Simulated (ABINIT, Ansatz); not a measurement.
# How the form of the self-energy moves the gap of AlH3 (R-3c), part 2 of 2

Wanted: the gap of AlH3 (R-3c) under several approximations, with cost.

ABINIT 10.8.3; LDA and many-body steps on it, plane waves. Known limits of the many-body steps: not at the basis limit.

So far. Step 5 (G0W0, Engel-Farid plasmon pole): Against G0W0 in ABINIT (4×4×4 mesh, 68 bands, screening to 114.3 eV, Godby-Needs plasmon pole), the gap moves by −0.005 eV. Step 6 (G0W0, von der Linden-Horsch plasmon pole): Against G0W0 in ABINIT (4×4×4 mesh, 68 bands, screening to 114.3 eV, Godby-Needs plasmon pole), the gap moves by −0.003 eV.

## 7. One-shot COHSEX

This step: one-shot COHSEX on LDA, plane waves, norm-conserving pseudopotentials.

Input file run.abi:

```
acell 3*1.0 Angstrom
rprim 
  2.224650000012 1.284402276382 3.934566666693
  -2.224650000012 1.284402276382 3.934566666693
  -0.000000000000 -2.568804552697 3.934566666715
ntypat 2
znucl 13 1
natom 8
typat 1 1 2 2 2 2 2 2
xred 
  0.000000000000 0.000000000000 -0.000000000000
  0.500000000000 0.500000000000 0.500000000000
  0.878000000000 0.622000000000 0.250000000000
  0.250000000000 0.878000000000 0.622000000000
  0.622000000000 0.250000000000 0.878000000000
  0.122000000000 0.378000000000 0.750000000000
  0.750000000000 0.122000000000 0.378000000000
  0.378000000000 0.750000000000 0.122000000000
pp_dirpath "pseudos"
pseudos "Al.upf, H.upf"
ecut 31
ngkpt 4 4 4
nshiftk 1
shiftk 0 0 0
kptopt 1
chksymbreak 0
istwfk *1
occopt 1
irdwfk 1
optdriver 4
nband 68
gwcalctyp 7
ecutsigx 31
symsigma 1
nkptgw 2
kptgw 
  0.2500000000 0.2500000000 0.0000000000
  0.0000000000 0.0000000000 0.0000000000
bdgw 
  5 8
  5 8
ecuteps 4.2
irdscr 1
indata_prefix "in"
outdata_prefix "out"
tmpdata_prefix "tmp"
```

On the command line:

```
$ OMP_NUM_THREADS=1 mpirun -n 4 abinit run.abi > log
```

Output:

```text
.Version 10.8.3 of ABINIT. v10.8.2 released Aug 2026.

 Symmetries : space group R-3 c (#167); Bravais hR (rhombohedral)
[... echo of the input left out ...]
== DATASET  1 ==================================================================
-   mpi_nproc: 4, omp_nthreads: 1 (-1 if OMP is not activated)

--- !DatasetInfo
iteration_state: {dtset: 1, }
dimensions: {natom: 8, nkpt: 13, mband: 68, nsppol: 1, nspinor: 1, nspden: 1, mpw: 3775, }
cutoff_energies: {ecut:  31.0, pawecutdg:  -1.0, }
[...]
Band     E0 <VxcDFT>   SigX SigC(E0)      Z dSigC/dE  Sig(E)    E-E0       E
[...]
7   2.774  -9.614  -5.518  -4.799   1.000   0.000 -10.318  -0.704   2.070
        8   6.452  -8.209  -3.402  -5.218   1.000   0.000  -8.620  -0.411   6.041

== END DATASET(S) ==============================================================
================================================================================

 -outvars: echo values of variables after computation  --------
           etotal      0.0000000000E+00
            nband          68
             nkpt          13
          spgroup         167
 [... the other variables as echoed above ...]

 Calculation completed.
```

Elapsed: 4.4 s, on 4 MPI ranks of Intel Xeon Platinum 8259CL at 2.50GHz (Skylake/Cascade Lake), shared host; peak memory 0.69 GiB; 17 s of CPU time.

Numbers from this step:

| Property | Result |
| --- | --- |
| quasiparticle gap on the points computed | 4.359 eV |
| starting gap on the mesh | 1.946 eV |
| k of the valence top | 0.25, 0.25, 0 |
| k of the conduction bottom | 0, 0, 0 |
| least direct quasiparticle gap on the computed points | 4.486 eV |

Against G0W0 in ABINIT (4×4×4 mesh, 68 bands, screening to 114.3 eV, Godby-Needs plasmon pole), the gap moves by +0.657 eV.

## 8. One-shot Hartree-Fock

This step: one-shot Hartree-Fock on LDA, plane waves, norm-conserving pseudopotentials.

run.abi, as its differences from that of step 7:

```diff
@@ -30,4 +30,4 @@
 optdriver 4
-nband 68
-gwcalctyp 7
+nband 10
+gwcalctyp 5
 ecutsigx 31
@@ -41,4 +41,4 @@
   5 8
-ecuteps 4.2
-irdscr 1
+ixc_sigma 40
+fftgw 31
 indata_prefix "in"
```

Output:

```text
.Version 10.8.3 of ABINIT. v10.8.2 released Aug 2026.

 Symmetries : space group R-3 c (#167); Bravais hR (rhombohedral)
[... echo of the input left out ...]
== DATASET  1 ==================================================================
-   mpi_nproc: 4, omp_nthreads: 1 (-1 if OMP is not activated)

--- !DatasetInfo
iteration_state: {dtset: 1, }
dimensions: {natom: 8, nkpt: 13, mband: 10, nsppol: 1, nspinor: 1, nspden: 1, mpw: 3775, }
cutoff_energies: {ecut:  31.0, pawecutdg:  -1.0, }
[...]
Band     E0 <VxcDFT>   SigX SigC(E0)      Z dSigC/dE  Sig(E)    E-E0       E
[...]
7   2.774  -9.614  -5.518   0.000   1.000   0.000  -5.518   4.096   6.870
        8   6.452  -8.209  -3.402   0.000   1.000   0.000  -3.402   4.807  11.259

== END DATASET(S) ==============================================================
================================================================================

 -outvars: echo values of variables after computation  --------
           etotal      0.0000000000E+00
            nband          10
             nkpt          13
          spgroup         167
 [... the other variables as echoed above ...]

 Calculation completed.
```

Wall time 4 s (4 MPI ranks); peak memory 0.64 GiB.

Numbers from this step:

| Item | Value |
| --- | --- |
| quasiparticle gap on the points computed | 9.331 eV |
| starting gap on the mesh | 1.946 eV |
| k of the valence top | 0.25, 0.25, 0 |
| k of the conduction bottom | 0, 0, 0 |
| least direct quasiparticle gap on the computed points | 9.519 eV |

Against G0W0 in ABINIT (4×4×4 mesh, 68 bands, screening to 114.3 eV, Godby-Needs plasmon pole), the gap moves by +5.629 eV.

## 9. Screening, 4×4×4 mesh, 68 bands, screening to 114.3 eV

This step: RPA screening on LDA, plane waves, norm-conserving pseudopotentials.

run.abi, as its differences from that of step 8:

```diff
@@ -29,16 +29,14 @@
 irdwfk 1
-optdriver 4
-nband 10
-gwcalctyp 5
-ecutsigx 31
-symsigma 1
-nkptgw 2
-kptgw 
-  0.2500000000 0.2500000000 0.0000000000
-  0.0000000000 0.0000000000 0.0000000000
-bdgw 
-  5 8
-  5 8
-ixc_sigma 40
-fftgw 31
+optdriver 3
+nband 68
+ecuteps 4.2
+inclvkb 2
+awtr 1
+symchi 1
+gwcalctyp 2
+nfreqre 16
+freqremax 40 eV
+nfreqim 8
+spmeth 1
+nomegasf 120
 indata_prefix "in"
```

Output:

```text
.Version 10.8.3 of ABINIT. v10.8.2 released Aug 2026.

 Symmetries : space group R-3 c (#167); Bravais hR (rhombohedral)
[... echo of the input left out ...]
== DATASET  1 ==================================================================
-   mpi_nproc: 4, omp_nthreads: 1 (-1 if OMP is not activated)

--- !DatasetInfo
iteration_state: {dtset: 1, }
dimensions: {natom: 8, nkpt: 13, mband: 68, nsppol: 1, nspinor: 1, nspden: 1, mpw: 3775, }
cutoff_energies: {ecut:  31.0, pawecutdg:  -1.0, }
electrons: {nelect:   1.20000000E+01, charge:   0.00000000E+00, occopt:   1.00000000E+00, tsmear:   1.00000000E-02, }

 SCREENING: Calculation of the susceptibility and dielectric matrices

 Based on a program developped by R.W. Godby, V. Olevano, G. Onida, and L. Reining.
 Incorporated in ABINIT by V. Olevano, G.-M. Rignanese, and M. Torrent.
.Using double precision arithmetic ; gwpc =  8

[... cell and pseudopotentials left out ...]
--------------------------------------------------------------------------------

 ==== K-mesh for the wavefunctions ====
 Number of points in the irreducible wedge :    13
[... list of points left out ...]
 Together with 12 symmetry operations and time-reversal symmetry
 yields    64 points in the full Brillouin Zone.

 ==== Q-mesh for the screening function ====
 Number of points in the irreducible wedge :    13
[... list of points left out ...]
 Together with 12 symmetry operations and time-reversal symmetry
 yields    64 points in the full Brillouin Zone.

 setmesh: FFT mesh size selected  =    32x   32x   32
          total number of points  =        32768

 vcoul_init : cutoff-mode = AUXILIARY_FUNCTION
 q-points for optical limit:   1
     1)      0.000010    0.000020    0.000030

- screening: taking advantage of time-reversal symmetry
- Maximum band index for partially occupied states nbvw = 6
- Remaining bands to be divided among processors   nbcw = 62
- Number of bands treated by each node ~15

 Number of electrons calculated from density =   12.0000; Expected =   12.0000
 average of density, n =  0.026362
 r_s =    2.0844
 omega_plasma =   15.6618 [eV]

 calculating chi0 at frequencies [eV] :
  1    0.000000E+00    0.000000E+00
  2    2.666667E+00    0.000000E+00
  3    5.333333E+00    0.000000E+00
[...]
23    0.000000E+00    3.988795E+01
 24    0.000000E+00    5.616267E+01

--------------------------------------------------------------------------------
  q-point number  1        q = ( 0.000000, 0.000000, 0.000000) [r.l.u.]
--------------------------------------------------------------------------------
[... chi0 elements left out ...]
  [... further frequencies ...]

 No. of calculated frequencies >  15, stop printing
 For q-point:  0.000010 0.000020 0.000030
  dielectric constant =   4.6245
  dielectric constant without local fields =   5.1567

  Average fulfillment of the sum rule on Im[epsilon] for q-point    1 :     78.76  [%]
[... wings left out ...]
  q-point number  2        q = ( 0.250000, 0.000000, 0.000000) [r.l.u.]
--------------------------------------------------------------------------------
[... chi0 elements left out ...]
  [... further frequencies ...]

 No. of calculated frequencies >  15, stop printing
  Average fulfillment of the sum rule on Im[epsilon] for q-point    2 :     89.01  [%]

 [... 11 further q-points ...]
```

It took 54 s on 4 MPI ranks; peak memory 1.2 GiB.

Numbers from this step:

| Property | Result |
| --- | --- |
| ε∞ with local fields, on this mesh, along the program's q direction | 4.625 |
| the same without local fields | 5.157 |
| plasma frequency | 15.66 eV |
| plane waves in the screening matrix | 175 |

## 10. G0W0, contour deformation

This step: G0W0 on LDA, plane waves, norm-conserving pseudopotentials.

run.abi, as its differences from that of step 9:

```diff
@@ -29,14 +29,16 @@
 irdwfk 1
-optdriver 3
+optdriver 4
 nband 68
+gwcalctyp 2
+ecutsigx 31
+symsigma 1
+nkptgw 2
+kptgw 
+  0.2500000000 0.2500000000 0.0000000000
+  0.0000000000 0.0000000000 0.0000000000
+bdgw 
+  5 8
+  5 8
 ecuteps 4.2
-inclvkb 2
-awtr 1
-symchi 1
-gwcalctyp 2
-nfreqre 16
-freqremax 40 eV
-nfreqim 8
-spmeth 1
-nomegasf 120
+irdscr 1
 indata_prefix "in"
```

Output:

```text
.Version 10.8.3 of ABINIT. v10.8.2 released Aug 2026.

 Symmetries : space group R-3 c (#167); Bravais hR (rhombohedral)
[... echo of the input left out ...]
== DATASET  1 ==================================================================
-   mpi_nproc: 4, omp_nthreads: 1 (-1 if OMP is not activated)

--- !DatasetInfo
iteration_state: {dtset: 1, }
dimensions: {natom: 8, nkpt: 13, mband: 68, nsppol: 1, nspinor: 1, nspden: 1, mpw: 3775, }
cutoff_energies: {ecut:  31.0, pawecutdg:  -1.0, }
[...]
Band     E0 <VxcDFT>   SigX SigC(E0)      Z dSigC/dE  Sig(E)    E-E0       E
[...]
8   6.452  -8.209  -3.402  -3.731   0.810  -0.235  -7.338   0.871   7.323
        8   0.000   0.000   0.000  -0.000   0.000   0.000  -0.000  -0.000  -0.000

== END DATASET(S) ==============================================================
================================================================================

 -outvars: echo values of variables after computation  --------
           etotal      0.0000000000E+00
            nband          68
             nkpt          13
          spgroup         167
 [... the other variables as echoed above ...]

 Calculation completed.
```

Elapsed: 11 s, on 4 MPI ranks; peak memory 1.1 GiB; 44 s of CPU time.

This step gave:

* G0W0 gap on the points computed: 3.702 eV
* starting gap on the mesh: 1.946 eV
* k of the valence top: 0.25, 0.25, 0
* k of the conduction bottom: 0, 0, 0
* least direct G0W0 gap on the computed points: 3.785 eV

Against G0W0 in ABINIT (4×4×4 mesh, 68 bands, screening to 114.3 eV, Godby-Needs plasmon pole), the gap moves by +0.000 eV.

## 11. The runs together

Times are wall times on 4 MPI ranks of Intel Xeon Platinum 8259CL at 2.50GHz (Skylake/Cascade Lake), shared host, good to a factor of about two. A run's time includes the screening step that it read.

```csv
run,mesh,bands,screening cutoff (eV),DFT gap (eV),gap on the mesh (eV),direct (eV),ε∞ used,time
"G0W0, Godby-Needs plasmon pole",4×4×4,68,114.3,1.946,3.702,3.786,4.62,52 s
"G0W0, Engel-Farid plasmon pole",4×4×4,68,114.3,1.946,3.697,3.782,4.62,48 s
"G0W0, von der Linden-Horsch plasmon pole",4×4×4,68,114.3,1.946,3.699,3.781,4.62,49 s
one-shot COHSEX,4×4×4,68,114.3,1.946,4.359,4.486,4.62,44 s
one-shot Hartree-Fock,4×4×4,-,-,1.946,9.331,9.519,-,4 s
"G0W0, contour deformation",4×4×4,68,114.3,1.946,3.702,3.785,4.62,65 s
```

## 12. Summary of results

| Item | Value |
| --- | --- |
| G0W0, Godby-Needs plasmon pole | 3.702 eV |
| G0W0, Engel-Farid plasmon pole | 3.697 eV |
| G0W0, von der Linden-Horsch plasmon pole | 3.699 eV |
| one-shot COHSEX | 4.359 eV |
| one-shot Hartree-Fock | 9.331 eV |
| G0W0, contour deformation | 3.702 eV |
| known limits | not at the basis limit |

G0W0, Engel-Farid plasmon pole: −0.005 eV against G0W0, Godby-Needs plasmon pole. G0W0, von der Linden-Horsch plasmon pole: −0.003 eV against G0W0, Godby-Needs plasmon pole. One-shot COHSEX: +0.657 eV against G0W0, Godby-Needs plasmon pole. One-shot Hartree-Fock: +5.629 eV against G0W0, Godby-Needs plasmon pole. G0W0, contour deformation: no change against G0W0, Godby-Needs plasmon pole. Bare exchange alone opens the gap to 9.33 eV; against G0W0, correlation takes back 5.63 eV. Static COHSEX lies above G0W0: it lacks the factor Z and overstates the Coulomb hole of the filled states. Bands and cutoff are finite, so the gap is not at the basis limit. The miss can reach some tenths of an eV and take either sign; the mesh is an error of its own. In the G0W0 runs levels were corrected at 2 k points alone, so a gap called «on the mesh» is the least over those, and an edge elsewhere would be missed.

[Paths, hosts, dates, memory and timing lines, banners, echoed tables and standing remarks are left out of the program output.]

[Logs are printed without paths, hosts, clocks, repeated set-up lines and the standing remarks that a program may print on its own settings, such as how far it seeks lower states.]

[Runs of the session that timed out or met a known fault of the program may be left out.]

[Hosts, paths, dates, database ids (printed as entryN), source tags and the programs' standing remarks are cut or masked in the printed files.]

[G0W0 gaps are taken among the corrected bands and points alone; a level outside them can change the order at an edge.]

[Where Ansatz stands beside ABINIT at settings called matched, ABINIT's density can come from a denser mesh and the files from another edition; pairs whose starting gaps differed by over 0.03 eV were left out, so agreement reads better than it is.]
